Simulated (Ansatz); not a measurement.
# Work function of Ag(111): what the settings cost and change

Aim: the work function of Ag(111) against thickness and vacuum, with the cost.

Main program and level: Ansatz 0.2.0; plane-wave DFT, PBE, Ansatz PAW.

**What experiment says.**

“Anisotropic work function of elemental crystals” (2019, arxiv:1902.07811) quotes from earlier work for Ag (clean (111) face, a compiled value): work function (clean (111) face, a compiled value) 4.53 eV.

### Step 1. The starting structure

The cell holds 1 atom: 1 Ag. Its edges and angles: a = 2.892 Å, b = 2.892 Å, c = 18.000 Å, α = 90.0°, β = 90.0°, γ = 60.0°. Vacuum lies along c.

Structure file:

```cif
data_structure
_symmetry_space_group_name_H-M 'P 1'
_symmetry_Int_Tables_number 1
_cell_length_a 2.8921
_cell_length_b 2.8921
_cell_length_c 18.0000
_cell_angle_alpha 90.000
_cell_angle_beta 90.000
_cell_angle_gamma 60.000
_cell_volume 130.38
loop_
_atom_site_label
_atom_site_type_symbol
_atom_site_fract_x
_atom_site_fract_y
_atom_site_fract_z
_atom_site_occupancy
Ag1 Ag 0.66667 0.66667 0.50000 1
```

### Step 2. Run, setting 1 layer

A work function rests on the faint tail of the density, so the SCF threshold is tight. The slab grows from one layer, at fixed mesh and 18 Å of vacuum; then the vacuum is varied on one slab.

File input.yaml:

```yaml
crystal:
  lattice:
    - [2.8920667351, 0.0, 0.0]
    - [1.4460333675, 2.504603262, 0.0]
    - [0.0, 0.0, 18.0]
  atoms:
    - { symbol: Ag, position: [0.6666666667, 0.6666666667, 0.5] }
kpoints:
  mp_grid: { grid: [16, 16, 1] }
hamiltonian:
  xc: pbe
scf:
  occupations: { method: fermi_dirac, width: 0.1 }
  convergence: { dr2_threshold: 1.0e-09 }
efield:
  axis: 3
  dipole_correction: true
  ramp_position: 0.97
  ramp_width: 0.06
output:
  write_potential: true
  write_density: true
  volumetric_format: npy
  elf: true
```

Launch:

```sh
$ ansatz run input.yaml --threads 2 --pin off --max-ram 3072MiB --backend cpu --events-out ev --progress --plain --runs-dir out
```

Numbers of over 12 decimals in the logs are rounded to 6 here.

The program printed:

```text
Engine: ansatz 0.2.0, aarch64-unknown-linux-gnu
Pseudopotentials: kind: paw
Pseudopotential: Ag, paw, valence charge 19, recommended cutoff 420 eV (normal), Ag.paw.azcp
Functional definition: PBE
  parameter kappa = 0.804
  parameter beta = 0.066725
  exchange = pbe_x(kappa = kappa, mu = beta*pi^2/3)
  correlation = pbe_c(beta = beta)
Crystal: 1 atoms, lattice volume = 130.383 Å³
Basis set: ecut = 420 eV, 2545 PW (Γ)
Bands: 14, of which v1, the nominal top of the filled ones, is band 10 counted from 1 (9 counted from 0)
Symmetry: 12 space group operations
k-points: 30 of 256
Non-local potential: Ag, projectors of the file, l = 0: 3, l = 1: 2, l = 2: 2, l = 3: 1
PAW form: soft (Blöchl's): semilocal exchange-correlation on the pseudo side does not see the compensation charge
PAW one-centre angular grid: Ag, 590 points (default); XC on 64 Gauss nodes
Initial density: superposition of atomic densities (neutral atoms: chi_scale 0, normalization atom), corrected by the library's trained network
Initial wavefunctions: pseudopotential atomic-orbital guess
Functional: x = pbe(κ = 0.804, μ = 0.219515), c = pbe(β = 0.066725)
SCF iter   1: F=—  HF=-7590.040766 eV  |F-HF|=—  |Δ(HF+E_count)|=         —  Δρ=7.79e-4  dr2=2.59e-3  ethr=1.77e-3  p=0.000 e·Å  D=1.67e-16 V/Å  ΔV_dip=-0.00 eV  dr2_dipole=5.04e-11  V_vac-E_F(+/−)=4.13/4.13 eV  ⟨swp⟩=5.2  Hψ=2120  notcnv=0
efield: sawtooth ramp at fractional position 0.9700 (set: `efield.ramp_position`, or a place that a band, a saddle search or an elastic batch's reference lends), width 0.0600; the density the first Hamiltonian is built on has a dipole p = 0.000 e·Å; the dipole correction subtracts the counter field D = 1.67e-16 V/Å, which shifts the + side's vacuum level by -0.00 eV against the − side's; the planar-averaged density in the ramp window peaks in size at 3.2e-6 e/Å³
preconditioner: auto → LDOS  [insulator: Δε(μ)=0.498 eV  Ē_g=9.549 eV  σ=0.100 eV  W_gap=0.85  n_scr=10 (ndim 8)  ℏωp=10.8 eV  f_vac=0.770  D(μ)=0.14/eV (n_scr^D=2)  ε∞_Penn≈2.3  β→1.0]
SCF iter   2: F=—  HF=-7590.039657 eV  |F-HF|=—  |Δ(HF+E_count)|=   1.11e-3  Δρ=6.28e-4  dr2=5.74e-4  ethr=1.36e-5  p=-0.000 e·Å  D=-6.90e-6 V/Å  ΔV_dip=0.00 eV  dr2_dipole=6.19e-10  V_vac-E_F(+/−)=4.55/4.55 eV  ⟨swp⟩=2.2  Hψ=974  notcnv=0  defer=3
SCF iter   3: F=—  HF=-7590.039768 eV  |F-HF|=—  |Δ(HF+E_count)|=   1.12e-4  Δρ=9.04e-4  dr2=9.29e-4  ethr=3.02e-6  p=0.000 e·Å  D=1.33e-5 V/Å  ΔV_dip=-0.00 eV  dr2_dipole=1.99e-9  V_vac-E_F(+/−)=4.50/4.50 eV  ⟨swp⟩=2.0  Hψ=703  notcnv=0  defer=3
SCF iter   4: F=—  HF=-7590.039500 eV  |F-HF|=—  |Δ(HF+E_count)|=   2.68e-4  Δρ=4.24e-5  dr2=2.50e-6  ethr=3.02e-6  p=-0.000 e·Å  D=-1.99e-6 V/Å  ΔV_dip=0.00 eV  dr2_dipole=4.57e-11  V_vac-E_F(+/−)=4.52/4.52 eV  ⟨swp⟩=3.0  Hψ=718  notcnv=0  defer=3
SCF iter   5: F=—  HF=-7590.039501 eV  |F-HF|=—  |Δ(HF+E_count)|=   5.71e-7  Δρ=8.33e-6  dr2=6.61e-8  ethr=1.32e-8  p=0.000 e·Å  D=4.01e-6 V/Å  ΔV_dip=-0.00 eV  dr2_dipole=1.79e-10  V_vac-E_F(+/−)=4.52/4.52 eV  ⟨swp⟩=2.1  Hψ=601  notcnv=0  defer=3
SCF iter   6: F=—  HF=-7590.039500 eV  |F-HF|=—  |Δ(HF+E_count)|=   8.87e-7  Δρ=9.14e-7  dr2=4.27e-9  ethr=3.48e-10  p=-0.000 e·Å  D=-7.71e-6 V/Å  ΔV_dip=0.00 eV  dr2_dipole=6.67e-10  V_vac-E_F(+/−)=4.52/4.52 eV  ⟨swp⟩=2.1  Hψ=612  notcnv=0  defer=3
SCF iter   7: F=—  HF=-7590.039500 eV  |F-HF|=—  |Δ(HF+E_count)|=  2.82e-10  Δρ=6.68e-7  dr2=2.92e-9  ethr=5.26e-12  p=0.000 e·Å  D=6.52e-6 V/Å  ΔV_dip=-0.00 eV  dr2_dipole=4.81e-10  V_vac-E_F(+/−)=4.52/4.52 eV  ⟨swp⟩=6.0  Hψ=1568  notcnv=0
SCF iter   8: F=-7590.039500 eV  HF=-7590.039500 eV  |F-HF|=4.83e-10  |Δ(HF+E_count)|=  3.78e-10  Δρ=2.83e-7  dr2=4.99e-10  ethr=5.26e-12  p=0.000 e·Å  D=2.57e-6 V/Å  ΔV_dip=-0.00 eV  dr2_dipole=8.05e-11  V_vac-E_F(+/−)=4.52/4.52 eV  ⟨swp⟩=1.0  Hψ=956  notcnv=0
SCF 1 converged in 8 iterations: F = -7590.039500 eV  dr2 = 4.99e-10
  greatest PAW one-centre occupation: 1.000 electrons in one spin orbital (limit 2), on the Ag atom at site 0 (counted from 0), in its partial waves of l = 0
WARN: The output density's exchange-correlation potential varies sharply where the density is thin. Do not read a vacuum level from v_tot or v_xc, or from such a field of the output density. On a cell that repeats whose density bears no net charge and no dipole along the vacuum's axis use v_es (v_loc + v_h of the components); under efield.dipole_correction with no amplitude use v_es + v_field, which holds any externa [...]
SCF converged after 8 iterations
Free energy (F): -7590.039500 eV
Harris-Foulkes:  -7590.039500 eV  (|F-HF|=4.83e-10)
Internal energy: -7590.033831 eV  (E = F + TS)
E sigma→0 (E₀):  -7590.036665 eV
Entropy (-TS):   -0.005668 eV (-5.668 meV/atom)
Fermi energy:    -1.664932 eV
Dipole field:    D = -0.000012 V/Å  (p = -0.000009 e·Å, saw-weighted, corrected)
Work function:   Φ+ = 4.5158 eV   Φ− = 4.5156 eV
Levels:          The Fermi level and band energies are counted from a zero that moves with the ramp; work functions are not
--- Per-component energies (eV) ---
  E_band       = -581.998731
  E_kinetic    = 526.855585
  E_local      = -13632.968635  (includes V_loc(G=0)·N_el)
  E_nonlocal   = 80.753423
  E_hartree    = 6544.858353
  E_xc         = -183.499754
  E_vxc        = -232.901501  (∫ρ·V_xc dr)
  E_paw        = -3903.055555  (= ΣΔE_a)
  E_vpaw       = -413.454538  (= ΣTr[D̂ρ^β])
  E_aug_tail   = 0.000319  (compensation charges beyond the density's cutoff)
  E_efield     = 0.000000  (sawtooth field / dipole correction)
  E_vefield    = 0.000000  (∫n·V_field dr)
  E_ewald      = 2977.022434
  E_smearing   = -0.005668  (= −TS)
  E_closure    = -0.000000  (closes the sum)
  Σ components = -7590.039500   (vs F -7590.039500, Δ=0.00e0)
--- Band table (eV; the first three rows and the last of 30) ---
  k-point 0: bands = [... 6 lower, -5.6569, -4.8084, -4.5489, -4.5489, -0.5726, 2.5287, 3.1812, 3.3746]
  k-point 1: bands = [... 6 lower, -5.6020, -4.7669, -4.6330, -4.5597, -0.4201, 2.6197, 3.2800, 3.4655]
  k-point 2: bands = [... 6 lower, -5.4429, -4.8493, -4.6334, -4.5901, 0.0051, 2.8927, 3.5749, 3.7386]
  k-point 29: bands = [... 6 lower, -5.4334, -5.4268, -4.7994, 2.8727, 4.4107, 4.7086, 6.7997, 8.8610]
```

Wall time 3.4 s (2 threads of Arm Neoverse V2, shared host); peak memory 0.38 GiB.

Reading the cycles: dr2 is the Hartree energy of the density residual (eV), the measure of convergence; HF is the Harris–Foulkes estimate of the energy, which meets the free energy F at convergence.

Numbers from this step:

| Item | Value |
| --- | --- |
| energy at zero smearing | -7590.0367 eV |
| work function, upper face | 4.516 eV |

Running mean over 2.361 Å of the planar mean; the ramp of the sawtooth is left out. Electron's electrostatic potential energy less the Fermi level against z:

```csv
z (Å),electron's electrostatic potential energy less the Fermi level (eV)
2.88,4.52
3.17,4.52
3.60,4.52
3.89,4.52
4.18,4.52
4.46,4.52
4.90,4.51
5.18,4.51
5.47,4.50
5.90,4.48
6.19,4.43
6.48,4.33
6.91,3.87
7.20,3.01
7.49,1.53
7.78,-0.400
8.21,-3.26
8.50,-4.59
8.78,-5.24
9.22,-5.24
9.50,-4.59
9.79,-3.26
10.22,-0.400
10.51,1.53
10.80,3.01
11.09,3.87
11.52,4.32
11.81,4.43
12.10,4.48
12.53,4.50
12.82,4.51
13.10,4.51
13.54,4.52
13.82,4.52
14.11,4.52
14.40,4.52
14.83,4.52
15.12,4.52
```

Electrostatic potential energy in the ca plane at fractional y = 0.667, with atoms of Ag within 0.2 Å of it. With pseudopotentials it is smooth inside the atoms' cores, unlike the true potential.

Ten even steps from '0' (-28 eV) to '9' (3 eV), each cell a mean:
```
99999999999999999998510279999999999999999999
99999999999999999997100058999999999999999999
99999999999999999997100048999999999999999999
99999999999999999997200059999999999999999999
99999999999999999998621479999999999999999999
99999999999999999999877899999999999999999999
99999999999999999999988899999999999999999999
99999999999999999999866799999999999999999999
```
Columns run along c (18.0 Å; values clipped at the 3rd and 97th percentile), rows up along a (2.9 Å). Atoms in or near the plane, at fractional coordinates: Ag at (0.50, 0.67).

ELF in the ca plane at fractional y = 0.667, with atoms of Ag within 0.2 Å of it. It is the smooth field of the valence electrons, not physical close to the nuclei.

Ten even steps from '0' (0.00) to '9' (0.81), each cell a mean:
```
00000000000000000112355422100000000000000000
00000000000000000113578642100000000000000000
00000000000000000123589742100000000000000000
00000000000000000112578632100000000000000000
00000000000000000012345421100000000000000000
00000000000000000011222221100000000000000000
00000000000000000011222211000000000000000000
00000000000000000011222221100000000000000000
```
Columns run along c (18.0 Å), rows up along a (2.9 Å). Atoms in or near the plane, at fractional coordinates: Ag at (0.50, 0.67).

Valence density in the ca plane at fractional y = 0.667, with atoms of Ag within 0.2 Å of it. It is the smooth field of the valence electrons, not physical close to the nuclei.

Values in units of 1e0 e/Å³, 5 rows by 16 columns, each cell a mean:
```
0.0 0.0 0.0 0.0 0.0 0.0 0.0 2.3 3.5 0.1 0.0 0.0 0.0 0.0 0.0 0.0
0.0 0.0 0.0 0.0 0.0 0.0 0.0 6.3 9.7 0.1 0.0 0.0 0.0 0.0 0.0 0.0
0.0 0.0 0.0 0.0 0.0 0.0 0.0 2.3 3.5 0.1 0.0 0.0 0.0 0.0 0.0 0.0
0.0 0.0 0.0 0.0 0.0 0.0 0.0 0.2 0.3 0.0 0.0 0.0 0.0 0.0 0.0 0.0
0.0 0.0 0.0 0.0 0.0 0.0 0.0 0.2 0.3 0.0 0.0 0.0 0.0 0.0 0.0 0.0
```
Columns run along c (18.0 Å), rows up along a (2.9 Å). Atoms in or near the plane, at fractional coordinates: Ag at (0.50, 0.67).

The work function is 4.516 eV.

### Step 3. Run, 2 atoms

System of this step: Ag(111). The cell holds 2 atoms: 2 Ag. Its edges and angles: a = 2.892 Å, b = 2.892 Å, c = 20.361 Å, α = 90.0°, β = 90.0°, γ = 60.0°. Vacuum lies along c.

input.yaml, the sections that differ from step 2:

```yaml
crystal:
  lattice:
    - [2.8920667351, 0.0, 0.0]
    - [1.4460333675, 2.504603262, 0.0]
    - [0.0, 0.0, 20.361362601]
  atoms:
    - { symbol: Ag, position: [0.6666666667, 0.6666666667, 0.4420136401] }
    - { symbol: Ag, position: [0.0, 0.0, 0.5579863599] }
output:
  write_potential: true
  write_density: true
  volumetric_format: npy
# kpoints, hamiltonian, scf, efield: as in step 2
```

The program printed:

```text
[...]
Crystal: 2 atoms, lattice volume = 147.487 Å³
Basis set: ecut = 420 eV, 2889 PW (Γ)
Bands: 23, of which v1, the nominal top of the filled ones, is band 19 counted from 1 (18 counted from 0)
Symmetry: 6 space group operations
k-points: 30 of 256 (time reversal used)
[...]
k-point 0: bands = [... 15 lower, -2.9971, -2.9971, -2.5218, -2.5218, -1.5308, 1.1252, 4.7388, 4.9507]
  k-point 1: bands = [... 15 lower, -3.0808, -3.0144, -2.5926, -2.5197, -1.4182, 1.3167, 4.8249, 5.0473]
  k-point 2: bands = [... 15 lower, -3.2687, -3.0538, -2.7455, -2.5165, -1.1207, 1.8340, 5.0832, 5.3368]
  k-point 29: bands = [... 15 lower, -2.9981, -2.6799, -2.5639, 3.6635, 5.0844, 5.4398, 6.2009, 7.4907]
[key lines of the parts left out:]
SCF converged after 8 iterations
Free energy (F): -15180.456209 eV
Fermi energy:    0.544624 eV
Dipole field:    D = 0.000003 V/Å  (p = 0.000003 e·Å, saw-weighted, corrected)
Work function:   Φ+ = 4.5584 eV   Φ− = 4.5585 eV
```

Wall time 5.6 s (2 threads); peak memory 0.39 GiB; 11 s of CPU time.

The work function is 4.558 eV, +0.043 eV from the run “1 layer”, at 1.6 times its CPU time.

### Step 4. Run, 3 atoms

System of this step: Ag(111). The cell holds 3 atoms: 3 Ag. Its edges and angles: a = 2.892 Å, b = 2.892 Å, c = 22.723 Å, α = 90.0°, β = 90.0°, γ = 60.0°. Vacuum lies along c.

input.yaml, the sections that differ from step 3:

```yaml
crystal:
  lattice:
    - [2.8920667351, 0.0, 0.0]
    - [1.4460333675, 2.504603262, 0.0]
    - [0.0, 0.0, 22.722725202]
  atoms:
    - { symbol: Ag, position: [0.3333333333, 0.3333333333, 0.3960792519] }
    - { symbol: Ag, position: [0.6666666667, 0.6666666667, 0.5] }
    - { symbol: Ag, position: [0.0, 0.0, 0.6039207481] }
# kpoints, hamiltonian, scf, efield, output: as in step 3
```

The program printed:

```text
[...]
Crystal: 3 atoms, lattice volume = 164.592 Å³
Basis set: ecut = 420 eV, 3219 PW (Γ)
Bands: 35, of which v1, the nominal top of the filled ones, is band 29 counted from 1 (28 counted from 0)
Symmetry: 6 space group operations
k-points: 30 of 256 (time reversal used)
[...]
k-point 1: bands = [... 25 lower, -1.1116, -1.0438, -0.7457, -0.7086, 1.0778, 2.9018, 6.4489, 6.8822, ... 2 higher]
  k-point 2: bands = [... 25 lower, -1.2607, -1.0518, -0.7028, -0.6904, 1.4414, 3.4711, 6.7021, 7.1752, ... 2 higher]
  k-point 29: bands = [... 25 lower, -0.8399, -0.7162, 4.9795, 6.3280, 6.5630, 6.6360, 8.1148, 8.3392, ... 2 higher]
[key lines of the parts left out:]
SCF converged after 9 iterations
Free energy (F): -22770.967776 eV
Fermi energy:    2.308332 eV
Dipole field:    D = -0.000000 V/Å  (p = -0.000000 e·Å, saw-weighted, corrected)
Work function:   Φ+ = 4.5226 eV   Φ− = 4.5226 eV
```

The job ended after 10 s (2 threads; peak memory 0.46 GiB).

The work function is 4.523 eV, -0.036 eV from the run “2 layers”, at 1.8 times its CPU time.

### Step 5. Run, 4 atoms

System of this step: Ag(111). The cell holds 4 atoms: 4 Ag. Cell: a = 2.892 Å, b = 2.892 Å, c = 25.084 Å, α = 90.0°, β = 90.0°, γ = 60.0°. Vacuum lies along c.

input.yaml, the sections that differ from step 4:

```yaml
crystal:
  lattice:
    - [2.8920667351, 0.0, 0.0]
    - [1.4460333675, 2.504603262, 0.0]
    - [0.0, 0.0, 25.084087803]
  atoms:
    - { symbol: Ag, position: [0.0, 0.0, 0.3587931947] }
    - { symbol: Ag, position: [0.3333333333, 0.3333333333, 0.4529310649] }
    - { symbol: Ag, position: [0.6666666667, 0.6666666667, 0.5470689351] }
    - { symbol: Ag, position: [0.0, 0.0, 0.6412068053] }
# kpoints, hamiltonian, scf, efield, output: as in step 4
```

The program printed:

```text
[...]
Crystal: 4 atoms, lattice volume = 181.696 Å³
Basis set: ecut = 420 eV, 3551 PW (Γ)
Bands: 46, of which v1, the nominal top of the filled ones, is band 38 counted from 1 (37 counted from 0)
Symmetry: 6 space group operations
k-points: 30 of 256 (time reversal used)
[...]
k-point 0: bands = [... 34 lower, 0.3973, 0.5073, 0.5073, 0.7412, 0.7412, 2.7801, 3.9933, 7.8050, ... 4 higher]
  k-point 1: bands = [... 34 lower, 0.3958, 0.4500, 0.5069, 0.7448, 0.9035, 2.9375, 4.2226, 7.8832, ... 4 higher]
  k-point 2: bands = [... 34 lower, 0.2005, 0.3876, 0.5051, 0.7540, 1.2921, 3.3459, 4.8246, 8.1177, ... 4 higher]
  k-point 29: bands = [... 34 lower, 0.6675, 0.7375, 6.2055, 7.1167, 7.7479, 7.8586, 8.3380, 8.8510, ... 4 higher]
[key lines of the parts left out:]
SCF converged after 9 iterations
Free energy (F): -30361.539939 eV
Fermi energy:    3.718429 eV
Dipole field:    D = 0.000000 V/Å  (p = 0.000000 e·Å, saw-weighted, corrected)
Work function:   Φ+ = 4.5081 eV   Φ− = 4.5081 eV
```

Run time: 13 s. Hardware: 2 threads; peak memory 0.52 GiB.

The work function is 4.508 eV, -0.015 eV from the run “3 layers”, at 1.3 times its CPU time.

### Step 6. Run, 5 atoms

System of this step: Ag(111). The cell holds 5 atoms: 5 Ag. Cell: a = 2.892 Å, b = 2.892 Å, c = 27.445 Å, α = 90.0°, β = 90.0°, γ = 60.0°. Vacuum lies along c.

input.yaml, the sections that differ from step 5:

```yaml
crystal:
  lattice:
    - [2.8920667351, 0.0, 0.0]
    - [1.4460333675, 2.504603262, 0.0]
    - [0.0, 0.0, 27.4454504039]
  atoms:
    - { symbol: Ag, position: [0.6666666667, 0.6666666667, 0.3279232028] }
    - { symbol: Ag, position: [0.0, 0.0, 0.4139616014] }
    - { symbol: Ag, position: [0.3333333333, 0.3333333333, 0.5] }
    - { symbol: Ag, position: [0.6666666667, 0.6666666667, 0.5860383986] }
    - { symbol: Ag, position: [0.0, 0.0, 0.6720767972] }
# kpoints, hamiltonian, scf, efield, output: as in step 5
```

The program printed:

```text
[...]
Crystal: 5 atoms, lattice volume = 198.801 Å³
Basis set: ecut = 420 eV, 3871 PW (Γ)
Bands: 57, of which v1, the nominal top of the filled ones, is band 48 counted from 1 (47 counted from 0)
Symmetry: 6 space group operations
k-points: 30 of 256 (time reversal used)
[...]
k-point 0: bands = [... 44 lower, 1.7402, 1.7402, 1.9172, 1.9172, 2.1398, 4.2062, 5.0780, 8.8954, ... 5 higher]
  k-point 1: bands = [... 44 lower, 1.6808, 1.7230, 1.7415, 1.9212, 2.4893, 4.3776, 5.3168, 8.9726, ... 5 higher]
  k-point 2: bands = [... 44 lower, 1.4676, 1.7440, 1.8501, 1.9321, 2.9908, 4.8207, 5.9406, 9.2020, ... 5 higher]
  k-point 29: bands = [... 44 lower, 1.9201, 7.2629, 7.8848, 8.7367, 8.8237, 9.0211, 9.4984, 9.6510, ... 5 higher]
[key lines of the parts left out:]
SCF converged after 9 iterations
Free energy (F): -37952.075726 eV
Fermi energy:    4.920720 eV
Dipole field:    D = -0.000000 V/Å  (p = -0.000000 e·Å, saw-weighted, corrected)
Work function:   Φ+ = 4.4740 eV   Φ− = 4.4740 eV
```

Wall time 19 s (2 threads); peak memory 0.61 GiB; 37 s of CPU time.

The work function is 4.474 eV, -0.034 eV from the run “4 layers”, at 1.4 times its CPU time.

### Step 7. Run, 6 atoms

System of this step: Ag(111). The cell holds 6 atoms: 6 Ag. Cell: a = 2.892 Å, b = 2.892 Å, c = 29.807 Å, α = 90.0°, β = 90.0°, γ = 60.0°. Vacuum lies along c.

input.yaml, the sections that differ from step 6:

```yaml
crystal:
  lattice:
    - [2.8920667351, 0.0, 0.0]
    - [1.4460333675, 2.504603262, 0.0]
    - [0.0, 0.0, 29.8068130049]
  atoms:
    - { symbol: Ag, position: [0.3333333333, 0.3333333333, 0.301944391] }
    - { symbol: Ag, position: [0.6666666667, 0.6666666667, 0.3811666346] }
    - { symbol: Ag, position: [0.0, 0.0, 0.4603888782] }
    - { symbol: Ag, position: [0.3333333333, 0.3333333333, 0.5396111218] }
    - { symbol: Ag, position: [0.6666666667, 0.6666666667, 0.6188333654] }
    - { symbol: Ag, position: [0.0, 0.0, 0.698055609] }
# kpoints, hamiltonian, scf, efield, output: as in step 6
```

The program printed:

```text
[...]
Crystal: 6 atoms, lattice volume = 215.905 Å³
Basis set: ecut = 420 eV, 4203 PW (Γ)
Bands: 69, of which v1, the nominal top of the filled ones, is band 57 counted from 1 (56 counted from 0)
Symmetry: 6 space group operations
k-points: 30 of 256 (time reversal used)
[...]
k-point 0: bands = [... 53 lower, 2.5607, 2.7887, 2.7887, 2.9227, 2.9227, 3.5769, 5.3691, 6.0121, ... 8 higher]
  k-point 1: bands = [... 53 lower, 2.5621, 2.7218, 2.7910, 2.8706, 2.9271, 3.8812, 5.5527, 6.2579, ... 8 higher]
  k-point 2: bands = [... 53 lower, 2.5639, 2.6073, 2.7966, 2.9390, 3.2177, 4.4150, 6.0258, 6.8974, ... 8 higher]
  k-point 29: bands = [... 53 lower, 2.9338, 8.1972, 8.6515, 9.3573, 9.7540, 9.8025, 10.1956, 10.3200, ... 8 higher]
[key lines of the parts left out:]
SCF converged after 9 iterations
Free energy (F): -45542.641960 eV
Fermi energy:    5.916409 eV
Dipole field:    D = -0.000000 V/Å  (p = -0.000000 e·Å, saw-weighted, corrected)
Work function:   Φ+ = 4.4438 eV   Φ− = 4.4438 eV
```

Wall time 26 s (2 threads); peak memory 0.72 GiB.

The work function is 4.444 eV, -0.030 eV from the run “5 layers”, at 1.4 times its CPU time.

[end of part 1 of 2]

[Logs are printed without paths, hosts, clocks, repeated set-up lines and the standing remarks that a program may print on its own settings, such as how far it seeks lower states.]

[Hosts, paths, dates, database ids (printed as entryN), source tags and the programs' standing remarks are cut or masked in the printed files.]

[Maps of the electrostatic potential energy from Ansatz leave out the sawtooth potential of an applied field or a dipole correction, so their vacuum need not be flat; planar profiles and work functions include it.]
